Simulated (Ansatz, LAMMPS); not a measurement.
**Amorphous Ge (61 atoms): a short ab initio trajectory**

How do the atoms of amorphous Ge (61 atoms) move, and what local order do they keep?

Program: Ansatz 0.2.0. Level of theory: Kohn-Sham DFT, PBE, PAW (set soft_2), plane waves. Results are calculated unless marked as measured.

### Step 1. The starting structure

The cell holds 61 atoms: 61 Ge. Cell: a = 11.207 Å, b = 11.207 Å, c = 11.207 Å, α = 90.0°, β = 90.0°, γ = 90.0°. 61 atoms (61 Ge) placed at random at 5.23 g/cm³, melted at 3500 K for 10 ps at fixed volume with the Tersoff potential (Tersoff, Phys. Rev. B 39, 5566 (1989)). Quenched from 3500 K to 300 K at 6 K/ps and fixed volume, annealed at 1300 K for 20 ps, held 5 ps.

What the set-up can't give: The quench rate of 6 K/ps is orders of magnitude faster than experiment, which tends to freeze in extra defects. The starting topology of bonds comes from the classical model. Only the Γ point is sampled, in a cell whose shortest periodic width is 11 Å.

### Step 2. Dynamics started at 600 K

Without a thermostat the total energy must stay constant, which tests forces and time step. The time step is 2.0 fs.

File input.yaml:

```yaml
crystal:
  lattice:
    - [11.2075, 0.0, 0.0]
    - [0.0, 11.2075, 0.0]
    - [0.0, 0.0, 11.2075]
  atoms:
    - { symbol: Ge, position: [0.99336, 0.11111, 0.99701] }
    - { symbol: Ge, position: [0.00158, 0.39565, 0.72721] }
    - { symbol: Ge, position: [0.0853, 0.02433, 0.80304] }
    - { symbol: Ge, position: [0.71982, 0.93052, 0.69097] }
    [... 51 atom lines left out ...]
    - { symbol: Ge, position: [0.33805, 0.26278, 0.9416] }
    - { symbol: Ge, position: [0.68501, 0.04051, 0.21528] }
    - { symbol: Ge, position: [0.11142, 0.6372, 0.46568] }
    - { symbol: Ge, position: [0.59287, 0.6448, 0.16891] }
    - { symbol: Ge, position: [0.40474, 0.60176, 0.45708] }
    - { symbol: Ge, position: [0.32731, 0.88811, 0.22865] }
kpoints:
  mp_grid: { grid: [1, 1, 1] }
hamiltonian:
  xc: pbe
scf:
  occupations: { method: gaussian, width: 0.05 }
output:
  forces: true
md:
  timestep: 2.0
  n_steps: 67
  ensemble: nve
  temperature: 600
  initial_velocities: maxwell_boltzmann
  seed: 4585
```

On the command line:

```sh
$ ansatz run input.yaml --threads 4 --pin off --max-ram 8192MiB --backend cpu --events-out ev --progress --plain --runs-dir out
```

The job ended after 12 min (4 threads of Arm Neoverse V2, shared host; peak memory 2.3 GiB).

The program notes that it switched symmetry off.

Rows from the run:

```tsv
time (fs)	T (K)	potential (meV/atom)	conserved (meV/atom)
0.0	600	0.0	0.00
8.0	574	3.4	0.01
18.0	518	10.4	0.03
26.0	491	13.9	0.04
36.0	491	13.9	0.03
44.0	501	12.5	0.02
54.0	505	12.1	0.02
62.0	501	12.6	0.02
72.0	496	13.3	0.02
80.0	491	13.9	0.02
90.0	474	16.0	0.02
98.0	448	19.3	0.02
108.0	412	23.9	0.03
116.0	396	26.0	0.03
126.0	398	25.7	0.03
134.0	408	24.4	0.02
```

Mean square displacement from the first frame to the last: Ge 0.12 Å².

The mean square displacement, Ge by time lag:

```tsv
time lag (fs)	mean square displacement, Ge (Å²)
2.0	6.5e-5
4.0	2.6e-4
6.0	5.8e-4
10.0	0.00160
12.0	0.00230
14.0	0.00312
18.0	0.00510
20.0	0.00626
24.0	0.00889
26.0	0.0103
28.0	0.0119
32.0	0.0153
34.0	0.0171
36.0	0.0190
40.0	0.0229
42.0	0.0250
46.0	0.0293
48.0	0.0315
50.0	0.0338
54.0	0.0383
56.0	0.0407
58.0	0.0430
62.0	0.0477
64.0	0.0501
68.0	0.0548
```

Over the second half of 134 fs the temperature averages 442 K, falling from about 494 to 400 K (means over the first and last quarter of that half). The conserved energy stays within 0.04 meV/atom. The atoms reach a mean square displacement of 0.12 Å² at the end; the farthest move is 0.70 Å. The mean temperature of 442 K lies well off the 600 K of the input: without a thermostat, part of the starting kinetic energy flows into potential energy (about half from a start near a minimum). The count of bonds goes from 126 in the first frame to 124 in the last, by one set of cutoffs: 3 pairs passed out of them and 1 came within. The run spans 0.13 ps, too short for its means to be equilibrium values.

### Step 3. Local order late in the run

The g(r) is a mean over the second half; what follows it is taken at the last frame.

Density 5.23 g/cm³, 23.08 Å³ an atom.

Mean of 18 frames. Pair distribution function in bins of 0.1 Å:

```tsv
r (Å)	total
2.15	0.00
2.25	0.06
2.35	1.19
2.45	4.20
2.55	4.19
2.65	1.55
2.75	0.51
2.85	0.17
2.95	0.14
3.05	0.13
3.15	0.23
3.25	0.18
3.35	0.39
3.45	0.44
3.55	0.99
3.65	1.40
3.75	1.26
3.85	1.38
3.95	1.34
4.05	1.64
4.15	1.65
4.25	1.38
4.35	1.60
4.45	1.00
4.55	0.98
4.65	1.13
4.75	0.94
4.85	0.85
4.95	0.89
5.05	0.80
5.15	0.85
5.25	0.83
5.35	0.69
5.45	0.76
5.55	0.86
```

Bonds by pair of elements; cutoffs follow the first minimum of g(r), held within bounds set by covalent radii, and pairs that aren't listed don't count as bonded:

```tsv
pair A-B	cutoff (Å)	bonds	mean length (Å)	spread (Å)	shortest (Å)	B about A	A about B
Ge-Ge	2.98	124	2.53	0.092	2.31	4.07	4.07
```

How many atoms have how many bonded neighbours:

```tsv
element	mean	3	4	5
Ge	4.07	2	53	6
```

Bond angles, per cent of each kind in bins of 5°:

```tsv
angle (°)	Ge-Ge-Ge
70–75	2.1
75–80	1.3
80–85	2.6
85–90	5.2
90–95	9.9
95–100	10.2
100–105	13.0
105–110	14.3
110–115	11.2
115–120	9.1
120–125	7.8
125–130	5.0
130–135	1.8
135–140	2.3
140–145	1.0
145–150	0.8
150–155	0.3
155–160	0.5
160–165	1.3
165–170	0.0
170–175	0.3
```

Bond angles (no mean is given where the spread exceeds 20°):

```tsv
angle	count	mean (°)	spread (°)
Ge-Ge-Ge	384	108	16.8
```

Bond length by coordination (bonds to H left out):

```tsv
element	coordination	atoms	mean bond length (Å)
Ge	3	2	2.62
Ge	4	53	2.52
Ge	5	6	2.56
```

Rings of the network by King's shortest-path rule, up to 12 atoms, one path for each pair of neighbours; H, halogens, alkali and alkaline-earth atoms are left out, and the last column divides by all other atoms, bonded or not:

```tsv
ring size (atoms)	rings	per network atom
4	5	0.082
5	31	0.508
6	49	0.803
7	28	0.459
8	5	0.082
```

The first maximum of g(r) stands at about 2.5 Å. With the cutoffs above, 87 % of Ge atoms have 4 bonded neighbours. The Ge-Ge-Ge angle averages 108° with a spread of 17°. Bonds at Ge atoms with 4 neighbours average 2.52 Å, against 2.56 Å at those with 5. Rings of 6 atoms are the most common (42 % of those counted); sizes run from 4 to 8.

### Step 4. Single point at the last frame

The last frame is solved once more, with the analyses that the dynamics left out.

File input.yaml:

```yaml
crystal:
  lattice:
    - [11.2075, 0.0, 0.0]
    - [0.0, 11.2075, 0.0]
    - [0.0, 0.0, 11.2075]
  atoms:
    - { symbol: Ge, position: [0.99746, 0.09508, 0.01208] }
    - { symbol: Ge, position: [0.00441, 0.39643, 0.74503] }
    - { symbol: Ge, position: [0.07964, 0.04089, 0.79191] }
    - { symbol: Ge, position: [0.73597, 0.93217, 0.68547] }
    [... 51 atom lines left out ...]
    - { symbol: Ge, position: [0.33014, 0.26728, 0.95432] }
    - { symbol: Ge, position: [0.691, 0.01982, 0.1892] }
    - { symbol: Ge, position: [0.09767, 0.63753, 0.48566] }
    - { symbol: Ge, position: [0.57855, 0.64766, 0.17289] }
    - { symbol: Ge, position: [0.41906, 0.62393, 0.46685] }
    - { symbol: Ge, position: [0.31846, 0.90608, 0.19101] }
kpoints:
  mp_grid: { grid: [1, 1, 1] }
hamiltonian:
  xc: pbe
scf:
  occupations: { method: gaussian, width: 0.05 }
output:
  forces: true
  stress: true
  populations: intrinsic
  dos:
    method: { smearing: { sigma: 0.08 } }
    de: 0.1
    projected: { site_lists: { Ge: [Ge] } }
  eigenvalues: true
  write_density: true
  write_potential: true
  volumetric_format: npy
  elf: true
```

It took 27 s on 4 threads; peak memory 2.1 GiB.

Numbers from this run:

```yaml
free_energy: -261974.8614 eV
free_energy_per_atom: -4294.6699 eV/atom
scf_cycles: 9
pressure: 3.285 GPa
r_m_s_force_component: 0.5252 eV/Å
longest_force: 2.07 eV/Å
fermi_energy: 8.139 eV
spacing_of_highest_filled_and_lowest_empty_level: 0.1613 eV
```

Neighbours are counted within 2.98 Å (Ge-Ge), the cutoffs taken from the dynamics.

Length of the force by element and coordination:

```tsv
element	coordination	atoms	mean length of the force (eV/Å)	spread	least	most
Ge	all	61	0.827	0.379	0.103	2.07
Ge	3	2	0.658	0.225	0.433	0.883
Ge	4	53	0.827	0.372	0.103	2.07
Ge	5	6	0.889	0.450	0.306	1.63
```

Intrinsic-atomic-orbital charges by element and coordination:

```tsv
element	coordination	atoms	mean charge (e)	spread	least	most
Ge	all	61	0	0.034	-0.0835	0.0993
Ge	3	2	0.0297	0.0192	0.0105	0.049
Ge	4	53	0.0012	0.0332	-0.0709	0.0993
Ge	5	6	-0.0201	0.0345	-0.0835	0.0209
```

Density of states as counts of states in windows of 1 eV (from the Fermi level), total and the larger projections:

```tsv
from (eV)	to (eV)	total	Ge p	Ge s
-18	-13	0.0	0.0	0.0
-13	-12	2.1	0.1	2.0
-12	-11	12.7	3.4	9.3
-11	-10	20.3	6.0	14.2
-10	-9	16.7	5.1	11.5
-9	-8	17.0	5.5	11.4
-8	-7	18.6	6.8	11.6
-7	-6	16.3	7.2	9.0
-6	-5	13.1	6.8	6.2
-5	-4	12.4	10.2	2.2
-4	-3	28.7	26.4	2.2
-3	-2	26.5	23.8	2.4
-2	-1	36.9	33.7	2.9
-1	0	23.3	20.4	2.6
0	1	20.9	15.4	4.8
1	2	28.3	20.5	6.2
2	3	29.1	21.5	5.0
3	4	38.5	28.7	4.8
4	5	35.5	25.6	3.4
```

The curve was stored every 0.10 eV, coarse against its broadening of 0.08 eV, so these counts are rough.

Between -25 and -18 eV lie 610 more states.

The levels nearest the highest filled one (over half full), pooled over k-points and spins:

```tsv
level less the highest filled one (eV)	occupation
-0.509	2
-0.377	2
-0.317	2
-0.254	2
-0.174	2
0	1.98
0.161	0.022
0.228	0
0.352	0
0.362	0
0.542	0
0.730	0
```

Intrinsic-atomic-orbital charges run from -0.08 to +0.10 e. Within 0.4 eV of the Fermi level the largest share is Ge p (81 % of the projected weight).

### Step 5. What came out

| Property | Result |
| --- | --- |
| mean temperature, second half | 442.1 K |
| temperature swing, second half | 39.92 K |
| slope of the conserved energy against time, by least squares | 0.0574 meV/atom/ps |
| free energy per atom | -4294.6699 eV/atom |
| pressure | 3.285 GPa |
| r.m.s. force component | 0.5252 eV/Å |
| gap (highest filled to lowest empty level) | 0.1613 eV |
| wall time of the 2 DFT runs | 12 min |

In words: Over the second half of 134 fs the temperature averages 442 K, falling from about 494 to 400 K (means over the first and last quarter of that half). The conserved energy stays within 0.04 meV/atom. The mean temperature of 442 K lies well off the 600 K of the input: without a thermostat, part of the starting kinetic energy flows into potential energy (about half from a start near a minimum). The count of bonds goes from 126 in the first frame to 124 in the last, by one set of cutoffs: 3 pairs passed out of them and 1 came within. The run spans 0.13 ps, too short for its means to be equilibrium values. With the cutoffs above, 87 % of Ge atoms have 4 bonded neighbours. Between filled and empty levels lie 0.161 eV (at Γ alone); a semilocal functional tends to put such gaps too low. In a disordered cell it changes from sample to sample, and tail or defect levels can set it.

**Limits.** The starting topology of bonds comes from the classical model; in DFT 3 of its 126 bonded pairs passed out of the cutoffs and 1 came within them. The stress is far from hydrostatic: its diagonal is 1.6, 4.6, 3.7 GPa, compression counted positive. The pressure of 3.3 GPa is that of one thermal frame at a volume set beforehand, without the kinetic term.

[Logs are printed without paths, hosts, clocks, repeated set-up lines and the standing remarks that a program may print on its own settings, such as how far it seeks lower states.]

[Hosts, paths, dates, database ids (printed as entryN), source tags and the programs' standing remarks are cut or masked in the printed files.]
